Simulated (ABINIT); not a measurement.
# MgSiSe3 (Pm-3m): phonons by linear response, part 2 of 6

How does MgSiSe3 (Pm-3m) vibrate, and is this structure a minimum?

ABINIT 10.8.3; DFT LDA, scalar-relativistic, plane waves, HGH norm-conserving pseudopotentials.

So far. Step 4 (Relaxing the cell and atoms): The volume changes by -0.4 % in this run and stands +6.2 % from the first cell. The relaxed cell has a = 4.759 Å (conventional setting).

The structure was built from a prototype and need not be the compound's stable phase.

**6. Zone-centre response**

At q = 0 one unit cell holds all displacements. The response is solved for single atoms along the cell's directions, and symmetry skips those that follow from others. The crystal is treated as a metal, which screens a static field, so no field response is asked.

File dfpt_gamma.abi:

```

# common to the responses
getwfk_filepath "gso_WFK"
kptopt 2
nqpt 1
qpt 0.0 0.0 0.0
asr 0
chneut 0

# displacements
rfphon 1
rfatpol 1 5
rfdir 1 1 1
tolvrs 1.0d-10
prtwf 0

# basis, mesh and filling
ecut 30.0
ixc 7
ngkpt 6 6 6
nshiftk 1
shiftk 0.0 0.0 0.0
istwfk *1
occopt 6
tsmear 0.01
nband 19
nstep 100
diemac 1000000.0
prtebands 0
prtgsr 0
useylm 1

# cell and atoms
acell 8.992956408 8.992956408 8.992956408
rprim 
    1.0 0.0 0.0
    0.0 1.0 0.0
    0.0 0.0 1.0
ntypat 3
znucl 12 14 34
natom 5
typat 1 2 3 3 3
xred 
    0.0 0.0 0.0
    0.5 0.5 0.5
    0.5 0.5 0.0
    0.5 0.0 0.5
    0.0 0.5 0.5
pp_dirpath "./pseudo"
pseudos "Mg.hgh, Si.hgh, Se.hgh"
```

Launch:

```bash
$ OMP_NUM_THREADS=1 mpirun -n 4 abinit dfpt_gamma.abi > dfpt_gamma.log
```

Numbers of over 12 decimals in the logs are rounded to 6 here.

dfpt_gamma.abo, the main output file:

```text
[banners, grids, parts of the stress and lines that vanish by symmetry left out]
- input  file    -> dfpt_gamma.abi
- output file    -> dfpt_gamma.abo
- root for input  files -> dfpt_gammai
- root for output files -> dfpt_gammao

 Symmetries : space group Pm -3 m (#221); Bravais cP (primitive cubic)
================================================================================
 Values of the parameters that define the memory need of the present run (RF).
     intxc =       0      iscf =       7    lmnmax =      14     lnmax =       6
     mgfft =      48  mpssoang =       3    mqgrid =    3001     natom =       5
  nloc_mem =       1    nspden =       1   nspinor =       1    nsppol =       1
      nsym =      48    n1xccc =       0    ntypat =       3    occopt =       6
   xclevel =       1
-    mband =          19        mffmem =           1         mkmem =          28
-   mkqmem =          28        mk1mem =          28           mpw =        5832
      nfft =      110592          nkpt =         112
- my_mband =          19
================================================================================
================================================================================

--------------------------------------------------------------------------------
------------- Echo of variables that govern the present computation ------------
--------------------------------------------------------------------------------
-
- outvars: echo of selected default values
-   iomode0 =  0 , fftalg0 =312 , wfoptalg0 =  0
-
- outvars: echo of global parameters not present in the input file
-  max_nthreads =    1
-
 -outvars: echo values of preprocessed input variables
 [... echo left out ...]
================================================================================

 chkinp: Checking input parameters for consistency.

[...]
== DATASET  1 ==================================================================
-   mpi_nproc: 4, omp_nthreads: 1 (-1 if OMP is not activated)

--- !DatasetInfo
iteration_state: {dtset: 1, }
dimensions: {natom: 5, nkpt: 112, mband: 19, nsppol: 1, nspinor: 1, nspden: 1, mpw: 5832, }
cutoff_energies: {ecut:  30.0, pawecutdg:  -1.0, }
electrons: {nelect:   2.40000000E+01, charge:   0.00000000E+00, occopt:   6.00000000E+00, tsmear:   1.00000000E-02, }
meta: {optdriver: 1, rfphon: 1, }
...

 mkfilename: getwfk from: gso_WFK

 Exchange-correlation functional for the present dataset will be:
  LDA: Perdew-Wang 92 LSD fit to Ceperley-Alder data - ixc=7
 Citation for XC functional:
  J.P.Perdew and Y.Wang, PRB 45, 13244 (1992)

 Real(R)+Recip(G) space primitive vectors, cartesian coordinates (Bohr,Bohr^-1):
 R(1)=  8.9929564  0.0000000  0.0000000  G(1)=  0.1111981  0.0000000  0.0000000
 R(2)=  0.0000000  8.9929564  0.0000000  G(2)=  0.0000000  0.1111981  0.0000000
 R(3)=  0.0000000  0.0000000  8.9929564  G(3)=  0.0000000  0.0000000  0.1111981
 Unit cell volume ucvol=  7.2728975E+02 bohr^3
 Angles (23,13,12)=  9.00000000E+01  9.00000000E+01  9.00000000E+01 degrees
 setup1 : take into account q-point for computing boxcut.

 getcut: wavevector=  0.0000  0.0000  0.0000  ngfft=  48  48  48
         ecut(hartree)=     30.000   => boxcut(ratio)=   2.16478

--- Pseudopotential description ------------------------------------------------
- pspini: atom type   1  psp file is ./pseudo/Mg.hgh

- pspini: atom type   2  psp file is ./pseudo/Si.hgh

- pspini: atom type   3  psp file is ./pseudo/Se.hgh

   4.14872787E+02                                ecore*ucvol(ha*bohr**3)
--------------------------------------------------------------------------------

 ==>  initialize data related to q vector <==

 The list of irreducible perturbations for this q vector is:
    1)    idir= 1    ipert=   1
    2)    idir= 1    ipert=   2
    3)    idir= 1    ipert=   3
    4)    idir= 3    ipert=   3

[...]
The perturbation idir=   2  ipert=   1 is
 symmetric of a previously calculated perturbation.
 So, its SCF calculation is not needed.

 The perturbation idir=   3  ipert=   1 is
 symmetric of a previously calculated perturbation.
 So, its SCF calculation is not needed.

 The perturbation idir=   2  ipert=   2 is
 symmetric of a previously calculated perturbation.
 So, its SCF calculation is not needed.

 The perturbation idir=   3  ipert=   2 is
 symmetric of a previously calculated perturbation.
 So, its SCF calculation is not needed.

[...]
The perturbation idir=   2  ipert=   5 is
 symmetric of a previously calculated perturbation.
 So, its SCF calculation is not needed.

 The perturbation idir=   3  ipert=   5 is
 symmetric of a previously calculated perturbation.
 So, its SCF calculation is not needed.

--------------------------------------------------------------------------------
 Perturbation wavevector (in red.coord.)   0.000000  0.000000  0.000000
 Perturbation : displacement of atom   1   along direction   1
 Found     8 symmetries that leave the perturbation invariant.

[...]
dfpt_looppert : total number of electrons, from k and k+q
  fully or partially occupied states are    2.400000E+01 and    2.400000E+01.
 Initialisation of the first-order wave-functions :
  ireadwf=   0

--- !BeginCycle
iteration_state: {dtset: 1, }
solver: {iscf: 7, nstep: 100, nline: 4, wfoptalg: 0, }
tolerances: {tolvrs: 1.00E-10, }
...

     iter   2DEtotal(Ha)        deltaE(Ha) residm    vres2
-ETOT  1   3.757910     -5.013E+00 1.326E-01 2.573E+04
 ETOT  2  -1.049094     -4.807E+00 1.312E-02 3.335E+02
 ETOT  3  -1.136879     -8.779E-02 1.743E-03 9.534E+01
 ETOT  4  -1.153719     -1.684E-02 1.026E-04 7.970E-01
 ETOT  5  -1.153894     -1.746E-04 7.592E-05 9.478E-03
[...]
At SCF step   11       vres2   =  3.03E-12 < tolvrs=  1.00E-10 =>converged.
[...]
Mean square residual over all n,k,spin=   48.015E-11; max=  32.648E-08

 Thirteen components of 2nd-order total energy (hartree) are
 1,2,3: 0th-order hamiltonian combined with 1st-order wavefunctions
     kin0=   1.01226984E+01 eigvalue=  -6.70965765E-01  local=  -5.84383071E+00
 4,5,6: 1st-order hamiltonian combined with 1st and 0th-order wfs
 loc psp =  -1.14830230E-01  Hartree=   2.27324465E+00     xc=  -1.03540554E+00
 note that "loc psp" includes a xc core correction that could be resolved
 7,8,9: eventually, occupation + non-local contributions
    edocc=   1.00331691E+00     enl0=   4.07587182E+00   enl1=  -1.97350292E+01
 1-9 gives the relaxation energy (to be shifted if some occ is /=2.0)
   erelax=  -9.92492966E+00
 10,11,12 Non-relaxation  contributions : frozen-wavefunctions and Ewald
 fr.local=  -2.45044302E+01 fr.nonlo=   1.27808948E+01  Ewald=   2.04945694E+01
 13,14 Frozen wf xc core corrections (1) and (2)
 frxc 1  =   0.00000000E+00  frxc 2 =   0.00000000E+00
 Resulting in :
 2DEtotal=   -0.1153895718E+01 Ha. Also 2DEtotal=   -0.313991020792E+02 eV
    (2DErelax=   -9.9249296560E+00 Ha. 2DEnonrelax=    8.7710339377E+00 Ha)
    (  non-var. 2DEtotal :   -1.1538957596E+00 Ha)

[...]
Perturbation wavevector (in red.coord.)   0.000000  0.000000  0.000000
 Perturbation : displacement of atom   2   along direction   1
 Found     8 symmetries that leave the perturbation invariant.

[...]
dfpt_looppert : total number of electrons, from k and k+q
  fully or partially occupied states are    2.400000E+01 and    2.400000E+01.
 Initialisation of the first-order wave-functions :
  ireadwf=   0

--- !BeginCycle
iteration_state: {dtset: 1, }
solver: {iscf: 7, nstep: 100, nline: 4, wfoptalg: 0, }
tolerances: {tolvrs: 1.00E-10, }
...

     iter   2DEtotal(Ha)        deltaE(Ha) residm    vres2
-ETOT  1   113.92518056265     -2.156E+01 8.373E-01 4.857E+05
[...]
At SCF step   11       vres2   =  7.66E-11 < tolvrs=  1.00E-10 =>converged.
[...]
Mean square residual over all n,k,spin=   48.803E-10; max=  33.183E-07

 Thirteen components of 2nd-order total energy (hartree) are
 1,2,3: 0th-order hamiltonian combined with 1st-order wavefunctions
     kin0=   1.49080608E+02 eigvalue=  -1.29287456E+00  local=  -1.32473850E+02
 4,5,6: 1st-order hamiltonian combined with 1st and 0th-order wfs
 loc psp =   4.46245462E+01  Hartree=   3.59998999E+01     xc=  -1.12503418E+01
 note that "loc psp" includes a xc core correction that could be resolved
 7,8,9: eventually, occupation + non-local contributions
    edocc=   8.95009750E+00     enl0=   8.39853404E+01   enl1=  -3.10622306E+02
 1-9 gives the relaxation energy (to be shifted if some occ is /=2.0)
   erelax=  -1.32998880E+02
 10,11,12 Non-relaxation  contributions : frozen-wavefunctions and Ewald
 fr.local=  -6.96509310E+01 fr.nonlo=   1.67870219E+02  Ewald=   3.72628534E+01
 13,14 Frozen wf xc core corrections (1) and (2)
 frxc 1  =   0.00000000E+00  frxc 2 =   0.00000000E+00
 Resulting in :
 2DEtotal=    0.2483261381E+01 Ha. Also 2DEtotal=    0.675729845851E+02 eV
    (2DErelax=   -1.3299887987E+02 Ha. 2DEnonrelax=    1.3548214125E+02 Ha)
    (  non-var. 2DEtotal :    2.4832613730E+00 Ha)

[...]
Perturbation wavevector (in red.coord.)   0.000000  0.000000  0.000000
 Perturbation : displacement of atom   3   along direction   1
 Found     4 symmetries that leave the perturbation invariant.

[...]
dfpt_looppert : total number of electrons, from k and k+q
  fully or partially occupied states are    2.400000E+01 and    2.400000E+01.
 Initialisation of the first-order wave-functions :
  ireadwf=   0

--- !BeginCycle
iteration_state: {dtset: 1, }
solver: {iscf: 7, nstep: 100, nline: 4, wfoptalg: 0, }
tolerances: {tolvrs: 1.00E-10, }
...

     iter   2DEtotal(Ha)        deltaE(Ha) residm    vres2
-ETOT  1   253.80539670928     -2.266E+02 1.027E+00 1.138E+06
[...]
At SCF step   12       vres2   =  5.57E-11 < tolvrs=  1.00E-10 =>converged.
[...]
Mean square residual over all n,k,spin=   27.632E-09; max=  30.045E-06

 Thirteen components of 2nd-order total energy (hartree) are
 1,2,3: 0th-order hamiltonian combined with 1st-order wavefunctions
     kin0=   4.70928383E+02 eigvalue=  -6.78662984E+00  local=  -2.60622080E+02
 4,5,6: 1st-order hamiltonian combined with 1st and 0th-order wfs
 loc psp =  -2.35278913E+02  Hartree=   1.23387560E+02     xc=  -4.39353996E+01
 note that "loc psp" includes a xc core correction that could be resolved
 7,8,9: eventually, occupation + non-local contributions
    edocc=   2.20089743E+01     enl0=   1.78031801E+02   enl1=  -7.30746302E+02
 1-9 gives the relaxation energy (to be shifted if some occ is /=2.0)
   erelax=  -4.83012608E+02
 10,11,12 Non-relaxation  contributions : frozen-wavefunctions and Ewald
 fr.local=   1.11990547E+02 fr.nonlo=   3.69786618E+02  Ewald=  -1.40197763E+00
 13,14 Frozen wf xc core corrections (1) and (2)
 frxc 1  =   0.00000000E+00  frxc 2 =   0.00000000E+00
 Resulting in :
 2DEtotal=   -0.2637419821E+01 Ha. Also 2DEtotal=   -0.717678494489E+02 eV
    (2DErelax=   -4.8301260763E+02 Ha. 2DEnonrelax=    4.8037518781E+02 Ha)
    (  non-var. 2DEtotal :   -2.6374199597E+00 Ha)

[...]
Perturbation wavevector (in red.coord.)   0.000000  0.000000  0.000000
 Perturbation : displacement of atom   3   along direction   3
 Found     8 symmetries that leave the perturbation invariant.

--------------------------------------------------------------------------------

--------------------------------------------------------------------------------

 dfpt_looppert : total number of electrons, from k and k+q
  fully or partially occupied states are    2.400000E+01 and    2.400000E+01.
 Initialisation of the first-order wave-functions :
  ireadwf=   0

--- !BeginCycle
iteration_state: {dtset: 1, }
solver: {iscf: 7, nstep: 100, nline: 4, wfoptalg: 0, }
tolerances: {tolvrs: 1.00E-10, }
...

     iter   2DEtotal(Ha)        deltaE(Ha) residm    vres2
-ETOT  1   360.81814523925     -1.329E+02 1.168E+00 1.511E+06
[...]
ETOT 11   7.851173     -3.138E-11 5.245E-05 2.386E-10
 ETOT 12   7.851173      6.992E-12 7.113E-06 2.573E-11

 At SCF step   12       vres2   =  2.57E-11 < tolvrs=  1.00E-10 =>converged.
[...]
Mean square residual over all n,k,spin=   10.460E-09; max=  71.131E-07

 Thirteen components of 2nd-order total energy (hartree) are
 1,2,3: 0th-order hamiltonian combined with 1st-order wavefunctions
     kin0=   4.62834887E+02 eigvalue=  -2.07449012E+00  local=  -2.52577277E+02
 4,5,6: 1st-order hamiltonian combined with 1st and 0th-order wfs
 loc psp =  -2.32371121E+02  Hartree=   1.28900542E+02     xc=  -4.18579740E+01
 note that "loc psp" includes a xc core correction that could be resolved
 7,8,9: eventually, occupation + non-local contributions
    edocc=   2.96890846E+01     enl0=   1.60908766E+02   enl1=  -7.39275955E+02
 1-9 gives the relaxation energy (to be shifted if some occ is /=2.0)
   erelax=  -4.85823538E+02
 10,11,12 Non-relaxation  contributions : frozen-wavefunctions and Ewald
 fr.local=  -2.68414325E+01 fr.nonlo=   3.66797632E+02  Ewald=   1.53718512E+02
 13,14 Frozen wf xc core corrections (1) and (2)
 frxc 1  =   0.00000000E+00  frxc 2 =   0.00000000E+00
 Resulting in :
 2DEtotal=    0.7851172728E+01 Ha. Also 2DEtotal=    0.213641293579E+03 eV
    (2DErelax=   -4.8582353810E+02 Ha. 2DEnonrelax=    4.9367471082E+02 Ha)
    (  non-var. 2DEtotal :    7.8511728783E+00 Ha)

[...]
---- first-order wavefunction calculations are completed ----

 ==> Compute Derivative Database <==

 [... matrices left out ...]
  Phonon wavevector (reduced coordinates) :  0.00000  0.00000  0.00000
 Phonon energies in Hartree :
  -6.449797E-04 -6.449797E-04 -6.449797E-04 -6.432404E-04 -6.432404E-04
  -6.432404E-04 -2.467461E-04 -2.467461E-04 -2.467461E-04  6.402704E-06
   6.402704E-06  6.402705E-06  1.178832E-03  1.178832E-03  1.178832E-03
 Phonon frequencies in cm-1    :
- -1.415567E+02 -1.415567E+02 -1.415567E+02 -1.411749E+02 -1.411749E+02
- -1.411749E+02 -5.415450E+01 -5.415450E+01 -5.415450E+01  1.405231E+00
-  1.405231E+00  1.405231E+00  2.587236E+02  2.587236E+02  2.587236E+02

== END DATASET(S) ==============================================================
================================================================================

 -outvars: echo values of variables after computation
            acell      8.9929564080E+00  8.9929564080E+00  8.9929564080E+00 Bohr
           etotal      7.8511727277E+00
            fcart      0.0000000000E+00  0.0000000000E+00  0.0000000000E+00
           strten      0.0000000000E+00  0.0000000000E+00  0.0000000000E+00
================================================================================
```

It took 3 min on 4 MPI ranks of Arm Neoverse V1, shared host.

Numbers from this step:

- largest acoustic frequency at the zone centre before the sum rule: 1.41 cm⁻¹
- highest optical zone-centre mode (no LO-TO term): 258.7 cm⁻¹
- lowest optical zone-centre mode: -141.6 cm⁻¹

The acoustic modes at Γ come out as far as 1.4 cm⁻¹ from zero, where they should vanish, a small numerical error. The lowest optical mode is imaginary, 142i cm⁻¹, an instability at this level and on this k mesh.

[end of part 2 of 6]

[Host names and launcher messages were left out of these logs when they were recorded.]

[Logs are printed without paths, hosts, clocks, repeated set-up lines and the standing remarks that a program may print on its own settings, such as how far it seeks lower states.]

[Hosts, paths, dates, database ids (printed as entryN), source tags and the programs' standing remarks are cut or masked in the printed files.]
